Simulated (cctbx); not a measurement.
**Na2VAgS4 across an absorption edge**

Space group Fddd (no. 70, origin choice 1), a = 5.2530 Å, b = 12.6580 Å, c = 21.7800 Å, α = 90.00°, β = 90.00°, γ = 90.00°.

```
atom  mult.       x       y       z  Ueq (Å²)
 Ag1      8       0       0       0    0.0049
  V1      8     1/2       0       0    0.0093
  S1     32  0.9639  0.8457  0.8014    0.0069
 Na1     16     1/2       0  0.8209    0.0102
```

This is a model crystal, built by substitution and not relaxed, with assumed displacement parameters.

Calculated with cctbx: free-atom f′ and f″ from the Sasaki tables, no fine structure; amplitudes in electrons.

| E (eV) | F 2 2 2 | F 2 4 2 | F 1 1 1 | F 1 1 3 |
| --- | --- | --- | --- | --- |
| 4865 | 87.5 | 466.8 | 99.6 | 74.4 |
| 5215 | 87.5 | 463.9 | 104.4 | 79.3 |
| 5345 | 87.5 | 459.3 | 108.3 | 83.2 |
| 5405 | 87.5 | 454.1 | 112.2 | 87.1 |
| 5435 | 87.5 | 448.8 | 116.0 | 90.9 |
| 5450 | 87.5 | 443.3 | 119.9 | 94.8 |
| 5457 | 87.5 | 438.4 | 123.4 | 98.4 |
| 5461 | 87.5 | 433.0 | 127.2 | 102.2 |
| 5469 | 87.5 | 437.2 | 123.5 | 99.2 |
| 5473 | 87.5 | 443.6 | 118.8 | 94.4 |
| 5480 | 87.5 | 449.1 | 114.7 | 90.3 |
| 5495 | 87.5 | 455.2 | 110.2 | 85.8 |
| 5525 | 87.5 | 461.2 | 106.0 | 81.5 |
| 5615 | 87.5 | 469.6 | 100.2 | 75.7 |
| 5865 | 87.4 | 478.3 | 94.7 | 70.2 |

**Question.** Which edge is crossed, and why do the reflections move as they do?

The K edge of V. The edge is at 5465 eV. f′ of V falls from -3.6 e at 5345 eV to -7.2 e at 4 eV below it, and f″ steps from 0.45 to 3.99 e across it. Over that approach |F| changes by +0 % (2 2 2), -6 % (2 4 2), +17 % (1 1 1) and +23 % (1 1 3): a reflection falls where V scatters in phase with the total and rises where it scatters against it; it hardly moves where the V term is small or cancels by symmetry. Above the edge the larger f″ enters the imaginary part, where it can add to or cancel the other atoms' f″. The structure is centrosymmetric, so Friedel mates stay equal.

[Logs are printed without paths, hosts, clocks, repeated set-up lines and the standing remarks that a program may print on its own settings, such as how far it seeks lower states.]
